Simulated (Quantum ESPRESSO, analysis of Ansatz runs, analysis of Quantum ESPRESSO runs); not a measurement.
# Local vibrational mode of the Si donor on a Ga site in GaAs (PBE) (Quantum ESPRESSO), part 2 of 2

Aim: the local vibrational mode of the Si donor on a Ga site in GaAs, to be set beside the measurement. Set-up: PBE, JTH 2.0 PBE, 32-site cell, PBE lattice, k: 2x2x2 shifted. The model is a cell of 32 host atoms with 1 Ga taken out and 1 Si put in. The frequencies come from force constants among the defect atom and its neighbours, with the masses of the isotopes named. Other potentials or another program check that the number doesn't hang on one set of files.

Quantum ESPRESSO 7.5; PBE, JTH 2.0 PBE, 32-site cell, PBE lattice, k: 2x2x2 shifted.

So far: The structure; Relaxation, charge +1.

### Step 3. Atom Si7 moved by 0.015 A along x

Force constants come from the forces after small displacements; symmetry gives the rest. One such run is shown.

This step: Quantum ESPRESSO plane-wave DFT, PBE, JTH 2.0 PBE potentials; single point of a defect supercell.

pw.in reads:

```
&CONTROL
  calculation = 'scf'
  prefix = 'pwscf'
  outdir = './tmp'
  pseudo_dir = './pseudo'
  tprnfor = .true.
  disk_io = 'low'
/
&SYSTEM
  ibrav = 0
  nat = 32
  ntyp = 3
  ecutwfc = 36
  ecutrho = 216
  nbnd = 223
  occupations = 'smearing'
  smearing = 'fd'
  degauss = 0.00073499
  tot_charge = 1
/
&ELECTRONS
  conv_thr = 1d-10
  electron_maxstep = 100
  mixing_beta = 0.5
/
ATOMIC_SPECIES
Ga    69.7230 Ga.GGA_PBE-JTH.UPF
Si    28.0850 Si.GGA_PBE-JTH.UPF
As    74.9216 As.GGA_PBE-JTH.UPF
CELL_PARAMETERS angstrom
  -5.7429834146    5.7429834146   -5.7429834146
   5.7429834146    5.7429834146    5.7429834146
   5.7429834146   -5.7429834146   -5.7429834146
ATOMIC_POSITIONS crystal
Ga    -0.0024774989    0.0009662231   -0.0024774989
Ga    -0.0024774989    0.2475225011    0.7509662231
Ga     0.0034437219    0.5000000000    0.5024774989
Ga     0.0034437219    0.7524774989    0.2500000000
[... 2 atom lines left out ...]
Si     0.2500000000    0.5013059414    0.2513059414
Ga     0.2500000000    0.7524774989    0.0034437219
Ga     0.4965562781   -0.0009662231    0.4965562781
[... 1 atom line left out ...]
Ga     0.5024774989    0.5000000000    0.0034437219
[... 2 atom lines left out ...]
Ga     0.7509662231    0.2475225011   -0.0024774989
[... 1 atom line left out ...]
Ga     0.7490337769    0.7465562781    0.4965562781
[... 2 atom lines left out ...]
As     0.0064459888    0.5000000000    0.2500000000
[... 2 atom lines left out ...]
As     0.2500000000    0.2564459888    0.2500000000
As     0.2500000000    0.5000000000    0.0064459888
[... 4 atom lines left out ...]
As     0.4935540112    0.7435540112    0.4935540112
[... 3 atom lines left out ...]
As     0.7518977117    0.7498600191    0.2500000000
K_POINTS automatic
2 2 2 1 1 1
```

Started as:

```sh
$ OMP_NUM_THREADS=1 pw.x -in pw.in > pw.out
```

Output:

```text
[banner, memory and clock lines left out]
          URL

     file Ga.GGA_PBE-JTH.UPF: wavefunction(s)  0S 4P 0P 3D 0D renormalized
     file Si.GGA_PBE-JTH.UPF: wavefunction(s)  0S 0P renormalized
     file As.GGA_PBE-JTH.UPF: wavefunction(s)  4S 0S 0P 3D 0D renormalized
     Message from routine setup:
     using ibrav=0 with symmetry is DISCOURAGED, use correct ibrav instead

     G-vector sticks info

     bravais-lattice index     =            0
     lattice parameter (alat)  =      18.7974  a.u.
     unit-cell volume          =    5112.9233 (a.u.)^3
     number of atoms/cell      =           32
     number of atomic types    =            3
     number of electrons       =       438.00
     number of Kohn-Sham states=          223
     kinetic-energy cutoff     =      36.0000  Ry
     charge density cutoff     =     216.0000  Ry
     scf convergence threshold =      1.0E-10
     mixing beta               =       0.5000
     number of iterations used =            8  plain     mixing
     Exchange-correlation= SLA PW PBX PBC
                           (   1   4   3   4   0   0   0)

     celldm(1)=  18.797369  celldm(2)=   0.000000  celldm(3)=   0.000000
     celldm(4)=   0.000000  celldm(5)=   0.000000  celldm(6)=   0.000000

     crystal axes: (cart. coord. in units of alat)
               a(1) = (  -0.577350   0.577350  -0.577350 )
               a(2) = (   0.577350   0.577350   0.577350 )
               a(3) = (   0.577350  -0.577350  -0.577350 )

     reciprocal axes: (cart. coord. in units 2 pi/alat)
               b(1) = (  0.000000  0.866025 -0.866025 )
               b(2) = (  0.866025  0.866025 -0.000000 )
               b(3) = (  0.866025  0.000000 -0.866025 )

     PseudoPot. # 1 for Ga read from file:
     Ga.GGA_PBE-JTH.UPF
     Pseudo is Projector augmented-wave + core cor, Zval = 13.0
     Generated using ATOMPAW code
     Shape of augmentation charge: BESSEL
     Using radial grid of 1052 points,  6 beta functions with:
                l(1) =   0
                l(2) =   0
                l(3) =   1
                l(4) =   1
                l(5) =   2
                l(6) =   2
     Q(r) pseudized with 0 coefficients

     PseudoPot. # 2 for Si read from file:
     Si.GGA_PBE-JTH.UPF
     Pseudo is Projector augmented-wave + core cor, Zval =  4.0
     Generated using ATOMPAW code
     Shape of augmentation charge: BESSEL
     Using radial grid of  988 points,  4 beta functions with:
                l(1) =   0
                l(2) =   0
                l(3) =   1
                l(4) =   1
     Q(r) pseudized with 0 coefficients

     PseudoPot. # 3 for As read from file:
     As.GGA_PBE-JTH.UPF
     Pseudo is Projector augmented-wave + core cor, Zval = 15.0
     Generated using ATOMPAW code
     Shape of augmentation charge: BESSEL
     Using radial grid of 1057 points,  6 beta functions with:
                l(1) =   0
                l(2) =   0
                l(3) =   1
                l(4) =   1
                l(5) =   2
                l(6) =   2
     Q(r) pseudized with 0 coefficients

     atomic species   valence    mass     pseudopotential
     Ga               13.00    69.72300     Ga( 1.00)
     Si                4.00    28.08500     Si( 1.00)
     As               15.00    74.92160     As( 1.00)

      4 Sym. Ops. (no inversion) found ( 3 have fractional translation)

   Cartesian axes

     site n.     atom                  positions (alat units)
         1        Ga     tau(   1) = (   0.0005578   0.0005578   0.0034186  )
         2        Ga     tau(   2) = (   0.5779081  -0.2920938  -0.2892330  )
         3        Ga     tau(   3) = (   0.5767924   0.0005578  -0.0034186  )
         4        Ga     tau(   4) = (   0.5767924   0.2920938   0.2881173  )
         5        Ga     tau(   5) = (   0.2886751  -0.2886751  -0.5773503  )
         6        Ga     tau(   6) = (   0.2920938   0.0005578  -0.2881173  )
         7        Si     tau(   7) = (   0.2901831   0.2886751  -0.0000000  )
         8        Ga     tau(   8) = (   0.2920938   0.5767924   0.2881173  )
         9        Ga     tau(   9) = (  -0.0005578  -0.0005578  -0.5739317  )
        10        Ga     tau(  10) = (   0.0005578   0.2920938  -0.2881173  )
        11        Ga     tau(  11) = (   0.0005578   0.5767924  -0.0034186  )
        12        Ga     tau(  12) = (   0.5767924   0.2852565  -0.2881173  )
        13        Ga     tau(  13) = (  -0.2886751   0.2886751  -0.5773503  )
        14        Ga     tau(  14) = (  -0.2920938   0.5779081  -0.2892330  )
        15        Ga     tau(  15) = (   0.2886751   0.2886751  -0.5773503  )
        16        Ga     tau(  16) = (   0.2852565   0.5767924  -0.2881173  )
        17        As     tau(  17) = (   0.4319979  -0.4341892  -0.4318362  )
        18        As     tau(  18) = (   0.4341892  -0.1453524  -0.1455140  )
        19        As     tau(  19) = (   0.4292911   0.1480592   0.1406160  )
        20        As     tau(  20) = (   0.4341892   0.4341892   0.4340275  )
        21        As     tau(  21) = (   0.1453524  -0.1431611  -0.4318362  )
        22        As     tau(  22) = (   0.1480592   0.1480592  -0.1406160  )
        23        As     tau(  23) = (   0.1480592   0.4292911   0.1406160  )
[...]
estimated scf accuracy    <       0.00040143 Ry

     iteration #  6     ecut=    36.00 Ry     beta= 0.50
     Davidson diagonalization with overlap
     ethr =  9.17E-08,  avg # of iterations =  4.0

     negative rho (up, down):  6.160E-03 0.000E+00

     total energy              =   -9925.40768429 Ry
     estimated scf accuracy    <       0.00004775 Ry

     iteration #  7     ecut=    36.00 Ry     beta= 0.50
     Davidson diagonalization with overlap
     ethr =  1.09E-08,  avg # of iterations =  7.3

     negative rho (up, down):  6.168E-03 0.000E+00

     total energy              =   -9925.40770278 Ry
     estimated scf accuracy    <       0.00001071 Ry

     iteration #  8     ecut=    36.00 Ry     beta= 0.50
     Davidson diagonalization with overlap
     ethr =  2.44E-09,  avg # of iterations =  4.0

     negative rho (up, down):  6.174E-03 0.000E+00

     total energy              =   -9925.40770613 Ry
     estimated scf accuracy    <       0.00000157 Ry

     iteration #  9     ecut=    36.00 Ry     beta= 0.50
     Davidson diagonalization with overlap
     ethr =  3.58E-10,  avg # of iterations =  4.3

     negative rho (up, down):  6.177E-03 0.000E+00

     total energy              =   -9925.40770686 Ry
     estimated scf accuracy    <       0.00000026 Ry

     iteration # 10     ecut=    36.00 Ry     beta= 0.50
     Davidson diagonalization with overlap
     ethr =  5.89E-11,  avg # of iterations =  7.0

     negative rho (up, down):  6.177E-03 0.000E+00

     total energy              =   -9925.40770701 Ry
     estimated scf accuracy    <       0.00000005 Ry

     iteration # 11     ecut=    36.00 Ry     beta= 0.50
     Davidson diagonalization with overlap
     ethr =  1.15E-11,  avg # of iterations =  4.3

     negative rho (up, down):  6.178E-03 0.000E+00

     total energy              =   -9925.40770703 Ry
     estimated scf accuracy    <          6.8E-09 Ry

     iteration # 12     ecut=    36.00 Ry     beta= 0.50
     Davidson diagonalization with overlap
     ethr =  1.54E-12,  avg # of iterations =  4.0

     negative rho (up, down):  6.178E-03 0.000E+00

     total energy              =   -9925.40770703 Ry
     estimated scf accuracy    <          1.2E-09 Ry

     iteration # 13     ecut=    36.00 Ry     beta= 0.50
     Davidson diagonalization with overlap
     ethr =  2.83E-13,  avg # of iterations =  6.0

     negative rho (up, down):  6.178E-03 0.000E+00

     total energy              =   -9925.40770703 Ry
     estimated scf accuracy    <          1.6E-10 Ry

     iteration # 14     ecut=    36.00 Ry     beta= 0.50
     Davidson diagonalization with overlap
     ethr =  1.00E-13,  avg # of iterations =  3.0

     negative rho (up, down):  6.177E-03 0.000E+00

     End of self-consistent calculation

          k = 0.4330 0.4330-0.4330 ( 18720 PWs)   bands (ev):

   -27.4859 -27.4853 -27.4738 -27.4733 -27.4670 -27.4667 -27.4665 -27.4664
   -27.4556 -27.4554 -27.4553 -27.4550 -27.4299 -27.4299 -27.4298 -27.4298
   -27.4188 -27.4188 -27.4187 -27.4186 -27.1824 -27.1823 -27.1814 -27.1814
   -27.1812 -27.1811 -27.1809 -27.1808 -27.1808 -27.1807 -27.1806 -27.1804
   -27.1803 -27.1803 -27.1798 -27.1798 -27.1798 -27.1795 -27.1795 -27.1795
   -27.1793 -27.1793 -27.1793 -27.1791 -27.1791 -27.1790 -27.1790 -27.1789
   -27.1788 -27.1788 -27.1788 -27.1787 -27.1781 -27.1779 -27.1779 -27.1777
   -27.1729 -27.1728 -27.1724 -27.1724 -27.1719 -27.1718 -27.1717 -27.1716
   -27.1716 -27.1715 -27.1714 -27.1714 -27.1713 -27.1712 -27.1712 -27.1711
   -27.1710 -27.1710 -27.1709 -27.1708 -27.1702 -27.1701 -27.1700 -27.1699
[...]
7.2824   7.2831   7.2837   8.9562   9.1029   9.1071   9.1115

          k = 0.0000 0.4330 0.0000 ( 18641 PWs)   bands (ev):

[...]
6.8111   7.2365   7.2365   9.3018   9.5394   9.7480   9.8109

          k = 0.4330 0.0000 0.0000 ( 18641 PWs)   bands (ev):

[...]
1.7712   1.8296   1.8487   1.8743   1.8749   2.0968   3.1129   3.2072
     3.2176   3.3274   4.1695   4.1738   4.1758   4.3438   4.7185   4.9227
     4.9279   4.9441   5.3647   5.3716   5.3819   5.6345   5.6631   5.6642
     5.6679   5.6724   5.6888   5.6899   5.7152   5.7276   5.7280   5.7685
     5.7827   6.5334   6.5537   6.5633   6.6667   6.7343   6.7402   6.7790
     6.8112   7.2360   7.2370   9.3017   9.5396   9.7481   9.8124

     the Fermi energy is     7.5687 ev

!    total energy              =   -9925.40770703 Ry
     total all-electron energy =     -9925.407707 Ry
     estimated scf accuracy    <          2.3E-11 Ry
     smearing contrib. (-TS)   =      -0.00000000 Ry
     internal energy E=F+TS    =   -9925.40770703 Ry

     The total energy is F=E-TS. E is the sum of the following terms:
     one-electron contribution =   -4660.34517037 Ry
     hartree contribution      =    1977.24125597 Ry
     xc contribution           =    -625.48372510 Ry
     ewald contribution        =   -3023.86578057 Ry
     one-center paw contrib.   =   -3592.95428696 Ry

     convergence has been achieved in  14 iterations

     negative rho (up, down):  6.177E-03 0.000E+00

     Forces acting on atoms (cartesian axes, Ry/au):

     atom    1 type  1   force =    -0.00008615   -0.00017888    0.00009428
     atom    2 type  1   force =    -0.00008615   -0.00009428    0.00017888
     atom    3 type  1   force =     0.00046382   -0.00036799   -0.00024558
     atom    4 type  1   force =     0.00046382    0.00024558    0.00036799
     atom    5 type  1   force =    -0.00027757   -0.00000000   -0.00000000
     atom    6 type  1   force =    -0.00022166   -0.00012954   -0.00012954
     atom    7 type  2   force =    -0.00624954    0.00000000    0.00000000
     atom    8 type  1   force =    -0.00022166    0.00012954    0.00012954
     atom    9 type  1   force =     0.00046382    0.00036799    0.00024558
     atom   10 type  1   force =    -0.00008615    0.00009428   -0.00017888
[...]
atom   28 type  3   force =     0.00159518    0.00095109   -0.00095109
     atom   29 type  3   force =    -0.00003687   -0.00020804    0.00004149
     atom   30 type  3   force =    -0.00003687   -0.00004149    0.00020804
     atom   31 type  3   force =    -0.00003687    0.00004149   -0.00020804
     atom   32 type  3   force =    -0.00003687    0.00020804   -0.00004149

     Total force =     0.007720     Total SCF correction =     0.000028
```

Elapsed: 17 min, on 1 thread of Arm Neoverse V2, shared host; peak memory 1.5 GiB.

### Step 4. Local vibrational modes

Analysis of the runs above: force constants by central differences of Quantum ESPRESSO plane-wave DFT, PBE, JTH 2.0 PBE potentials forces among the atoms nearest to a defect, the others at rest.

The modes with the largest weight on the probed atoms (the light atom of a pair), for the masses of each isotope. Modes of the displaced atoms (local only where they lie over the host's phonons):

| isotopes | mode (cm⁻¹) | share of the defect atoms |
| --- | --- | --- |
| n | 350.9 | 0.822 |
| n | 350.9 | 0.822 |
| n | 350.9 | 0.822 |

### Step 5. Summary of results

- distance from the defect atom to its nearest neighbour: 2.423 Å
- threefold local mode of 28Si: 351 cm⁻¹

What this shows: Threefold local mode of 28Si: computed 351 cm⁻¹, measured 384 cm⁻¹; 33 cm⁻¹ (9 %) below the measurement. Only the named neighbours move, so modes near the host's band are approximate.

[Logs are printed without paths, hosts, clocks, repeated set-up lines and the standing remarks that a program may print on its own settings, such as how far it seeks lower states.]

[Hosts, paths, dates, database ids (printed as entryN), source tags and the programs' standing remarks are cut or masked in the printed files.]

[For some hosts the program warned that the k-mesh of the response run may be too coarse for force constants and the static dielectric constant; such warnings are not shown here.]
